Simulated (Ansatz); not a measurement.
**Random alloy of the bcc W-Ti line, x = 0.875 (64 atoms): geometry optimisation**

Aim: bring random alloy of the bcc W-Ti line, x = 0.875 (64 atoms) to a nearby minimum of the energy and see what moves.

Main program and level: Ansatz 0.2.0; Kohn-Sham DFT, PBE, PAW (set soft_2), plane waves.

## (1) Set-up

The cell holds 64 atoms: 56 Ti and 8 W. Its edges and angles: a = 12.967 Å, b = 12.967 Å, c = 6.484 Å, α = 90.0°, β = 90.0°, γ = 90.0°. It derives from W and Ti (bcc W-Ti), repeated 4×4×2. Bcc W-Ti: 64 atoms, 56 of 64 W sites given to Ti at random, cell and internal coordinates interpolated linearly between the end members (Vegard's rule); not relaxed, displaced by a Gaussian of 0.02 Å. Lattice constants are starting values near those of PBE.

Limits known from the start: The host structure and its lattice constant were typed by rule, without a check against the phase diagram. The levels lack spin–orbit coupling, which is large for the heavy elements here.

## (2) Single point at the start

The forces at the start show how far the geometry lies from a minimum of this functional.

Contents of input.yaml:

```yaml
crystal:
  lattice:
    - [12.9675, 0.0, 0.0]
    - [0.0, 12.9675, 0.0]
    - [0.0, 0.0, 6.48375]
  atoms:
    - { symbol: Ti, position: [0.00251, 0.99906, 0.99837] }
    - { symbol: Ti, position: [0.12335, 0.12633, 0.2429] }
    - { symbol: Ti, position: [0.00269, 0.99883, 0.50098] }
    - { symbol: Ti, position: [0.12462, 0.12726, 0.74365] }
    - { symbol: W, position: [0.9995, 0.24941, 0.0035] }
    - { symbol: Ti, position: [0.1233, 0.37473, 0.24729] }
    - { symbol: Ti, position: [7.0e-05, 0.2509, 0.4966] }
    - { symbol: Ti, position: [0.12677, 0.37639, 0.75155] }
    - { symbol: Ti, position: [0.00139, 0.49895, 0.99962] }
    - { symbol: Ti, position: [0.12356, 0.62459, 0.25164] }
    - { symbol: W, position: [0.99893, 0.49939, 0.49788] }
    - { symbol: Ti, position: [0.1237, 0.62396, 0.74996] }
    - { symbol: Ti, position: [0.99828, 0.75036, 0.00512] }
    - { symbol: Ti, position: [0.12614, 0.8747, 0.24726] }
    - { symbol: W, position: [0.99885, 0.75261, 0.50016] }
    - { symbol: Ti, position: [0.12402, 0.87529, 0.75648] }
    - { symbol: W, position: [0.25019, 0.00095, 0.00093] }
    - { symbol: Ti, position: [0.37446, 0.12324, 0.24892] }
    - { symbol: Ti, position: [0.24968, 0.0009, 0.50259] }
    - { symbol: Ti, position: [0.37644, 0.12544, 0.75273] }
    - { symbol: W, position: [0.24884, 0.25193, 0.00158] }
    - { symbol: Ti, position: [0.37454, 0.37575, 0.24977] }
    - { symbol: Ti, position: [0.25175, 0.25234, 0.50674] }
    - { symbol: Ti, position: [0.37285, 0.37277, 0.74844] }
    - { symbol: Ti, position: [0.25025, 0.50135, 0.00097] }
    - { symbol: Ti, position: [0.37188, 0.62453, 0.25255] }
    - { symbol: Ti, position: [0.25035, 0.50118, 0.49931] }
    - { symbol: Ti, position: [0.37469, 0.62529, 0.75126] }
    - { symbol: Ti, position: [0.25031, 0.75018, 0.99793] }
    - { symbol: Ti, position: [0.37558, 0.87519, 0.25348] }
    - { symbol: Ti, position: [0.25185, 0.75029, 0.49884] }
    - { symbol: Ti, position: [0.37401, 0.87565, 0.75024] }
    - { symbol: Ti, position: [0.49947, 7.0e-05, 0.99809] }
    - { symbol: W, position: [0.62608, 0.12431, 0.25378] }
    - { symbol: W, position: [0.50062, 0.00092, 0.49662] }
    - { symbol: Ti, position: [0.62526, 0.12614, 0.74706] }
    - { symbol: Ti, position: [0.49959, 0.25005, 0.99576] }
    - { symbol: Ti, position: [0.62549, 0.37631, 0.24735] }
    - { symbol: Ti, position: [0.50054, 0.24798, 0.49988] }
    - { symbol: Ti, position: [0.62251, 0.37673, 0.75126] }
    - { symbol: W, position: [0.49996, 0.4988, 0.00393] }
    - { symbol: Ti, position: [0.62803, 0.62213, 0.25381] }
    - { symbol: Ti, position: [0.50251, 0.50052, 0.4963] }
    - { symbol: Ti, position: [0.62633, 0.62472, 0.74814] }
    - { symbol: Ti, position: [0.4981, 0.75085, 0.00245] }
    - { symbol: Ti, position: [0.62404, 0.8758, 0.24647] }
    - { symbol: Ti, position: [0.50124, 0.75007, 0.49942] }
    - { symbol: Ti, position: [0.62484, 0.87634, 0.75231] }
    - { symbol: Ti, position: [0.75082, 0.00021, 0.00024] }
    - { symbol: Ti, position: [0.87595, 0.12536, 0.25211] }
    - { symbol: Ti, position: [0.74952, 0.99624, 0.5032] }
    - { symbol: Ti, position: [0.87837, 0.12568, 0.74969] }
    - { symbol: Ti, position: [0.74979, 0.24982, 5.0e-05] }
    - { symbol: Ti, position: [0.87327, 0.3742, 0.24692] }
    - { symbol: Ti, position: [0.75038, 0.24954, 0.50153] }
    - { symbol: Ti, position: [0.87473, 0.37652, 0.75066] }
    - { symbol: Ti, position: [0.75338, 0.49708, 0.998] }
    - { symbol: Ti, position: [0.87639, 0.6289, 0.24923] }
    - { symbol: Ti, position: [0.75007, 0.49965, 0.50411] }
    - { symbol: Ti, position: [0.87456, 0.62605, 0.74901] }
    - { symbol: Ti, position: [0.74804, 0.75048, 0.00155] }
    - { symbol: Ti, position: [0.87699, 0.87483, 0.2481] }
    - { symbol: Ti, position: [0.75087, 0.75037, 0.50087] }
    - { symbol: Ti, position: [0.87489, 0.87679, 0.75114] }
kpoints:
  mp_grid: { grid: [2, 2, 3] }
hamiltonian:
  xc: pbe
scf:
  occupations: { method: fermi_dirac, width: 0.1 }
output:
  forces: true
```

The run is started by

```bash
$ ansatz run input.yaml --threads 8 --pin off --max-ram 15872MiB --backend cpu --events-out ev --progress --plain --runs-dir out
```

The program printed:

```text
Engine: ansatz 0.2.0, aarch64-unknown-linux-gnu
Pseudopotentials: kind: paw
Pseudopotential: Ti, paw, valence charge 12, recommended cutoff 420 eV (normal), Ti.paw.azcp
Pseudopotential: W, paw, valence charge 14, recommended cutoff 420 eV (normal), W.paw.azcp
[... 5 lines on functional and potentials left out ...]
Crystal: 64 atoms, lattice volume = 1090.282 Å³
Basis set: ecut = 420 eV, 21373 PW (Γ), exchange–correlation on 180×180×90 points (8 copies of the dense FFT grid, shifted against one another)
Bands: 471, of which v1, the nominal top of the filled ones, is band 392 counted from 1 (391 counted from 0)
Symmetry: 1 space group operations
Space group: P1 (ITA 1), of the structure as read, at distance tolerance 1.0e-4 Å
k-points: 8 of 12 (time reversal used)
[... 5 lines on functional and potentials left out ...]
Initial density: superposition of atomic densities (neutral atoms: chi_scale 0, normalization atom), corrected by the library's trained network
Initial wavefunctions: pseudopotential atomic-orbital guess
Functional: x = pbe(κ = 0.804, μ = 0.219515), c = pbe(β = 0.066725)
SCF iter   1: F=—  HF=-223056.097553 eV  |F-HF|=—  |Δ(HF+E_count)|=         —  Δρ=7.09e-3  dr2=4.36e0  ethr=1.77e-3  ⟨swp⟩=9.8  Hψ=16661  notcnv=0
preconditioner: auto → Kerker (q_TF=auto, 2.582 Å⁻¹)  [metal: Δε(μ)=0.005 eV  Ē_g=2.529 eV  σ=0.100 eV  W_gap=0.01  n_scr=300 (ndim 8)  ℏωp=18.5 eV  f_vac=0.000  D(μ)=136.01/eV (n_scr^D=1948)]
SCF iter   2: F=—  HF=-223056.044063 eV  |F-HF|=—  |Δ(HF+E_count)|=   5.35e-2  Δρ=2.93e-3  dr2=6.23e-1  ethr=5.56e-4  ⟨swp⟩=1.1  Hψ=4342  notcnv=0
SCF iter   3: F=—  HF=-223056.034429 eV  |F-HF|=—  |Δ(HF+E_count)|=   9.63e-3  Δρ=5.39e-4  dr2=2.59e-3  ethr=7.95e-5  ⟨swp⟩=1.0  Hψ=3768  notcnv=0
SCF iter   4: F=—  HF=-223056.035110 eV  |F-HF|=—  |Δ(HF+E_count)|=   6.82e-4  Δρ=2.22e-4  dr2=4.85e-4  ethr=3.31e-7  ⟨swp⟩=2.0  Hψ=5156  notcnv=0
SCF iter   5: F=—  HF=-223056.035130 eV  |F-HF|=—  |Δ(HF+E_count)|=   1.92e-5  Δρ=6.33e-5  dr2=8.52e-5  ethr=6.18e-8  ⟨swp⟩=2.0  Hψ=6433  notcnv=0
SCF iter   6: F=—  HF=-223056.035295 eV  |F-HF|=—  |Δ(HF+E_count)|=   1.65e-4  Δρ=1.46e-5  dr2=4.54e-6  ethr=1.09e-8  ⟨swp⟩=2.0  Hψ=4903  notcnv=0
SCF iter   7: F=—  HF=-223056.035294 eV  |F-HF|=—  |Δ(HF+E_count)|=   1.52e-7  Δρ=4.46e-6  dr2=2.80e-7  ethr=5.79e-10  ⟨swp⟩=2.1  Hψ=4662  notcnv=0
SCF iter   8: F=-223056.035294 eV  HF=-223056.035294 eV  |F-HF|=3.92e-8  |Δ(HF+E_count)|=   1.61e-8  Δρ=1.64e-6  dr2=4.68e-8  ethr=1.28e-11  ⟨swp⟩=4.0  Hψ=10432  notcnv=0
SCF 1 converged in 8 iterations: F = -223056.035294 eV  dr2 = 4.68e-8
  greatest PAW one-centre occupation: 1.000 electrons in one spin orbital (limit 2), on the W atom at site 33 (counted from 0), in its partial waves of l = 0
SCF converged after 8 iterations
Free energy (F): -223056.035294 eV
Harris-Foulkes:  -223056.035294 eV  (|F-HF|=3.92e-8)
Internal energy: -223051.595538 eV  (E = F + TS)
E sigma→0 (E₀):  -223053.815416 eV
Entropy (-TS):   -4.439757 eV (-69.371 meV/atom)
Fermi energy:    14.231026 eV
--- Per-component energies (eV) ---
  E_band       = -9499.662425
  E_kinetic    = 18863.212625
  E_local      = -50389.662455  (includes V_loc(G=0)·N_el)
  E_nonlocal   = 477.183248
  E_hartree    = 20432.731402
  E_xc         = -7588.126174
  E_vxc        = -8732.570546  (∫ρ·V_xc dr)
  E_paw        = -127173.837659  (= ΣΔE_a)
  E_vpaw       = -10583.284916  (= ΣTr[D̂ρ^β])
  E_aug_tail   = 0.006605  (compensation charges beyond the density's cutoff)
  E_ewald      = -77673.103130
  E_smearing   = -4.439757  (= −TS)
  E_closure    = -0.000000  (closes the sum)
  Σ components = -223056.035294   (vs F -223056.035294, Δ=0.00e0)
--- Forces (eV/Å), atoms counted from 1 ---
  atom   1  Ti    -0.07432475     0.17138658    -0.02243225
  atom   2  Ti     0.45405808     0.27577513    -0.56760479
  atom   3  Ti    -0.06138699    -0.09356295    -0.03686242
  atom   4  Ti     0.23677538     0.24725141     1.12811388
  atom   5  W     -0.18063475     0.06979041    -0.13556275
  atom   6  Ti    -0.19025150    -0.24551909    -0.18797655
  atom   7  Ti    -0.11182061     0.17339623    -0.02683447
  atom   8  Ti    -0.39363978    -0.28800045     0.23475985
  atom   9  Ti    -0.19971250     0.12691226     0.03788956
  atom  10  Ti    -0.52874011     0.10016153     0.61871511
  atom  11  W     -0.04123729    -0.04043284     0.05993403
  atom  12  Ti    -0.55068424     0.12317575    -0.69167169
  atom  13  Ti     0.06105321    -0.02709903    -0.15237151
  atom  14  Ti     0.00867306    -0.00657843     0.01930532
[...]
atom  63  Ti    -0.01473673     0.14115238    -0.05574929
  atom  64  Ti     0.37304558    -0.41733477    -0.26201523
  max |Σ_I F_I| component: 4.32e-6 eV/Å
```

It took 1.7 min on 8 threads of Arm Neoverse V2, shared host; peak memory 9.3 GiB; 13 min of CPU time.

The program notes that it cut back its work space to fit the memory limit.

Read from the output:

```
free energy            : -223056.0353 eV
free energy per atom   : -3485.2506 eV/atom
SCF cycles             : 8
r.m.s. force component : 0.2908 eV/Å
longest force          : 1.179 eV/Å
Fermi energy           : 14.23 eV
```

The r.m.s. force component of 0.29 eV/Å sets the starting point.

Length of the force by element and coordination:

```csv
element,coordination,atoms,mean length of the force (eV/Å),spread,least,most
Ti,all,56,0.455,0.263,0.0222,1.18
W,all,8,0.255,0.174,0.0384,0.546
```

## (3) Cell and atoms relaxed

The cell is relaxed with the atoms, since the starting lattice needn't suit this functional.

input.yaml, as its differences from that of step 2:

```diff
@@ -15 +15,5 @@
   forces: true
+relax:
+  f_tol: 0.04
+  max_steps: 150
+  cell: {}
```

The program printed:

```text
[...]
Crystal: 64 atoms, lattice volume = 1090.282 Å³
Basis set: ecut = 420 eV, 21373 PW (Γ), exchange–correlation on 180×180×90 points (8 copies of the dense FFT grid, shifted against one another)
Bands: 471, of which v1, the nominal top of the filled ones, is band 392 counted from 1 (391 counted from 0)
Symmetry: 1 space group operations
[...]
k-points: 8 of 12 (time reversal used)
[...]
SCF iter   1: F=—  HF=-223056.097542 eV  |F-HF|=—  |Δ(HF+E_count)|=         —  Δρ=7.09e-3  dr2=4.36e0  ethr=1.77e-3  ⟨swp⟩=9.8  Hψ=16661  notcnv=0
[...]
SCF iter   8: F=-223056.035294 eV  HF=-223056.035294 eV  |F-HF|=3.91e-8  |Δ(HF+E_count)|=   1.61e-8  Δρ=1.64e-6  dr2=4.66e-8  ethr=1.28e-11  ⟨swp⟩=4.0  Hψ=10432  notcnv=0
SCF 1 converged in 8 iterations: F = -223056.035294 eV  dr2 = 4.66e-8
[...]
relax step   1: F+E_penalty+E_count = -223056.03529433 eV  Δ(F+E_penalty+E_count) = +0.000e0 eV  max|allowed force component| = 1.128e0 eV/Å  Δτ_max = 0.0000 Å  P = -1.030 GPa  Ω = 1090.282 Å³  (8 SCF iters, dr2 threshold 1.00e-7 eV, accepted)
[... from here on, the SCF cycles and remarks between the steps are left out ...]
relax step   2: F+E_penalty+E_count = -223057.61514683 eV  Δ(F+E_penalty+E_count) = -1.580e0 eV  max|allowed force component| = 3.544e-1 eV/Å  Δτ_max = 0.1949 Å  P = +2.379 GPa  Ω = 1069.862 Å³  energy of the carried Pulay correction = +2.667e-3 eV  (8 SCF iters, dr2 threshold 6.40e-6 eV, accepted)
relax step   3: F+E_penalty+E_count = -223058.52058999 eV  Δ(F+E_penalty+E_count) = -9.054e-1 eV  max|allowed force component| = 3.256e-1 eV/Å  Δτ_max = 0.2000 Å  P = +1.717 GPa  Ω = 1080.672 Å³  energy of the carried Pulay correction = +1.249e-3 eV  (7 SCF iters, dr2 threshold 6.40e-6 eV, accepted)
relax step   4: F+E_penalty+E_count = -223058.78364175 eV  Δ(F+E_penalty+E_count) = -2.631e-1 eV  max|allowed force component| = 3.054e-1 eV/Å  Δτ_max = 0.2000 Å  P = -0.064 GPa  Ω = 1095.494 Å³  energy of the carried Pulay correction = -6.729e-4 eV  (7 SCF iters, dr2 threshold 6.40e-6 eV, accepted)
relax step   5: F+E_penalty+E_count = -223058.89108175 eV  Δ(F+E_penalty+E_count) = -1.074e-1 eV  max|allowed force component| = 1.045e-1 eV/Å  Δτ_max = 0.0945 Å  P = +0.087 GPa  Ω = 1093.388 Å³  energy of the carried Pulay correction = -4.014e-4 eV  (7 SCF iters, dr2 threshold 5.83e-6 eV, accepted)
relax step   6: F+E_penalty+E_count = -223058.90480766 eV  Δ(F+E_penalty+E_count) = -1.373e-2 eV  max|allowed force component| = 1.063e-1 eV/Å  Δτ_max = 0.0605 Å  P = +0.075 GPa  Ω = 1093.656 Å³  energy of the carried Pulay correction = -4.359e-4 eV  (7 SCF iters, dr2 threshold 6.83e-7 eV, accepted)
relax step   7: F+E_penalty+E_count = -223058.91304825 eV  Δ(F+E_penalty+E_count) = -8.241e-3 eV  max|allowed force component| = 2.534e-2 eV/Å  Δτ_max = 0.0369 Å  P = +0.023 GPa  Ω = 1093.949 Å³  energy of the carried Pulay correction = -4.737e-4 eV  (7 SCF iters, dr2 threshold 7.06e-7 eV, accepted)
relax step   8: F+E_penalty+E_count = -223058.91332204 eV  Δ(F+E_penalty+E_count) = -2.738e-4 eV  max|allowed force component| = 2.528e-2 eV/Å  Δτ_max = 0.0000 Å  P = +0.027 GPa  Ω = 1093.949 Å³  stress off target by 5.25e-2 GPa  SCF on the basis re-selected at this cell (its energy is not comparable with the rows above)  (6 SCF iters)
relax step   9: F+E_penalty+E_count = -223058.91405919 eV  Δ(F+E_penalty+E_count) = -7.372e-4 eV  max|allowed force component| = 3.129e-2 eV/Å  Δτ_max = 0.0177 Å  P = -0.001 GPa  Ω = 1094.227 Å³  energy of the carried Pulay correction = -3.669e-5 eV  (8 SCF iters, dr2 threshold 6.89e-9 eV, accepted)
relax step  10: F+E_penalty+E_count = -223058.91409525 eV  Δ(F+E_penalty+E_count) = -3.606e-5 eV  max|allowed force component| = 3.128e-2 eV/Å  Δτ_max = 0.0000 Å  P = -0.001 GPa  Ω = 1094.227 Å³  stress off target by 1.42e-2 GPa  SCF on the basis re-selected at this cell (its energy is not comparable with the rows above)  (8 SCF iters)
[...]
SCF converged after 8 iterations
Free energy (F): -223058.914095 eV
[...]
Internal energy: -223055.682718 eV  (E = F + TS)
E sigma→0 (E₀):  -223057.298407 eV
Entropy (-TS):   -3.231377 eV (-50.490 meV/atom)
Fermi energy:    14.206655 eV
[...]
--- Forces (eV/Å), atoms counted from 1 ---
  atom   1  Ti     0.00041157    -0.00550342    -0.00320369
  atom   2  Ti    -0.01351655     0.00748491    -0.00041983
  atom   3  Ti    -0.00452675    -0.00240517    -0.00076264
  atom   4  Ti    -0.00128137    -0.01419873     0.00345728
  atom   5  W      0.03128281    -0.01322454    -0.00588183
  atom   6  Ti     0.00241815    -0.00220525     0.00054675
  atom   7  Ti    -0.00205876    -0.00173133    -0.00407089
  atom   8  Ti     0.00352723     0.00489520     0.00117470
  atom   9  Ti    -0.00247951    -0.00544845     0.00297795
  atom  10  Ti    -0.00005389     0.00269520    -0.00832733
  atom  11  W     -0.00284575    -0.00229251     0.01737488
  atom  12  Ti    -0.00159879    -0.00546632     0.00260230
  atom  13  Ti    -0.00561355     0.00593272    -0.00089395
  atom  14  Ti     0.00312246    -0.00638963    -0.00386161
[...]
atom  63  Ti     0.00071340    -0.00096998    -0.00156371
  atom  64  Ti     0.00974032    -0.00161255    -0.00304927
  max |Σ_I F_I| component: 5.09e-7 eV/Å
--- Stress (GPa, compression-positive) ---
        0.002467      -0.004920      -0.001717
       -0.004920      -0.006168       0.010147
       -0.001717       0.010147       0.000054
  P = ⅓ Tr σ = -0.0012 GPa (-0.012 kbar)
--- Relaxed structure (8 steps of the walk, 8 accepted, 2 SCFs on fresh bases) ---
  F+E_penalty+E_count = -223058.91409525 eV   max|allowed force component| = 3.128e-2 eV/Å   (the final SCF, on the basis selected at the relaxed cell)
  cell:  # Å, volume = 1094.2268 Å³
    - [12.777995, -0.013324, -0.032317]
    - [-0.013324, 12.813990, -0.105973]
    - [-0.016158, -0.052986, 6.683314]
  atoms:
    - { symbol: Ti, position: [-0.012598, 0.984954, 1.022446] }
    - { symbol: Ti, position: [0.129980, 0.128618, 0.203882] }
    - { symbol: Ti, position: [0.00249286, 1.008195, 0.482589] }
    - { symbol: Ti, position: [0.126615, 0.124423, 0.779546] }
[...]
- { symbol: Ti, position: [0.880037, 0.875465, 0.726690] }
```

Wall time 18 min (8 threads); peak memory 9.4 GiB.

Step by step:

```csv
step,energy less that of the first step (eV),largest force component (eV/Å),pressure (GPa),volume (Å³)
1,0.0000,1.1281,-1.03,1090.28
2,-1.5799,0.3544,2.38,1069.86
3,-2.4853,0.3256,1.72,1080.67
4,-2.7483,0.3054,-0.06,1095.49
5,-2.8558,0.1045,0.09,1093.39
6,-2.8695,0.1063,0.08,1093.66
7,-2.8778,0.0253,0.02,1093.95
8*,-2.8780,0.0253,0.03,1093.95
9,-2.8788,0.0313,0.00,1094.23
10*,-2.8788,0.0313,0.00,1094.23
```

Relaxation steps marked * repeat the geometry before them on a plane-wave basis chosen anew for their cell, so energy and pressure can jump there.

```csv
cell as run,before,after,change
a (Å),12.967,12.778,-1.5 %
b (Å),12.967,12.814,-1.2 %
c (Å),6.484,6.684,+3.1 %
α (°),90.00,90.93,+1.0 %
β (°),90.00,90.28,+0.3 %
γ (°),90.00,90.12,+0.1 %
volume (Å³/atom),17.04,17.10,+0.4 %
```

The atoms that moved most (Å, as changes of fractional coordinates times the final cell):

```csv
atom,dx,dy,dz,length
Ti63,-0.185,-0.220,0.282,0.402
Ti44,-0.194,-0.194,0.291,0.400
Ti51,0.115,0.271,-0.209,0.361
Ti50,0.078,0.222,-0.245,0.340
Ti62,-0.135,-0.196,0.241,0.338
Ti28,0.120,-0.158,0.248,0.318
Ti1,-0.193,-0.182,0.163,0.311
Ti48,0.054,0.206,-0.218,0.305
```

The relaxation changed the energy by -45.0 meV/atom, and atoms moved by 0.20 Å r.m.s., 0.40 Å at most.

## (4) Distances and neighbours after relaxation

Bonds before and after, by the cutoffs listed below:

```csv
pair,bonds before,bonds after,mean before (Å),mean after (Å),spread before (Å),spread after (Å)
Ti-Ti,340,340,2.996,3.020,0.217,0.245
Ti-W,104,104,2.983,2.964,0.214,0.308
W-W,4,4,3.136,3.150,0.211,0.283
```

Density 6.30 g/cm³, 17.10 Å³ an atom.

Pair distribution functions g(r), in bins of 0.2 Å:

```csv
r (Å),total,Ti-Ti,Ti-W,W-W
2.60,0.94,0.16,3.58,1.90
2.80,4.87,5.05,4.58,0.00
3.00,2.19,2.87,0.00,0.00
3.20,1.54,1.46,1.86,1.27
3.40,0.80,0.53,1.60,2.42
3.60,0.29,0.32,0.23,0.00
3.80,0.12,0.16,0.00,0.00
4.00,0.01,0.02,0.00,0.00
4.20,0.25,0.33,0.00,0.00
4.40,1.00,1.04,0.89,0.71
4.60,1.52,1.16,2.71,2.62
4.80,1.02,1.24,0.30,0.61
5.00,0.21,0.24,0.11,0.00
5.20,1.77,1.96,1.13,0.98
5.40,3.03,2.97,3.34,0.93
5.60,1.59,1.36,2.30,3.07
5.80,0.71,0.72,0.73,0.00
6.00,0.15,0.19,0.00,0.00
6.20,0.18,0.18,0.17,0.00
6.40,0.32,0.28,0.45,0.00
6.60,0.51,0.57,0.16,2.44
6.80,0.56,0.56,0.58,0.00
7.00,1.86,1.75,2.21,2.48
7.20,2.40,2.44,2.21,3.18
7.40,1.19,1.29,0.79,1.73
7.60,0.40,0.41,0.37,0.48
7.80,1.09,1.14,0.89,1.77
```

Neighbours by pair of elements; one cutoff, the widest of the pairs' first minima of g(r), serves all pairs of this metal (cutoffs were set anew for this text, so counts can differ from the run's own analysis):

```csv
pair A-B,cutoff (Å),bonds,mean length (Å),spread (Å),shortest (Å),B about A,A about B
Ti-Ti,3.93,340,3.02,0.245,2.65,12.1,12.1
Ti-W,3.93,104,2.96,0.308,2.61,1.86,13
W-W,3.93,4,3.15,0.283,2.66,1,1
```

How many atoms have how many bonded neighbours:

```csv
element,mean,14
Ti,14,56
W,14,8
```

By these cutoffs all Ti atoms have 14 and all W atoms have 14 bonded neighbours.

(Part 1 of 2 ends here.)

[Long decimals in the printed logs are rounded to 6 places.]

[Logs are printed without paths, hosts, clocks, repeated set-up lines and the standing remarks that a program may print on its own settings, such as how far it seeks lower states.]

[Hosts, paths, dates, database ids (printed as entryN), source tags and the programs' standing remarks are cut or masked in the printed files.]

[A walk said to have stopped at its limit may instead have ended on an SCF cycle that didn't converge.]
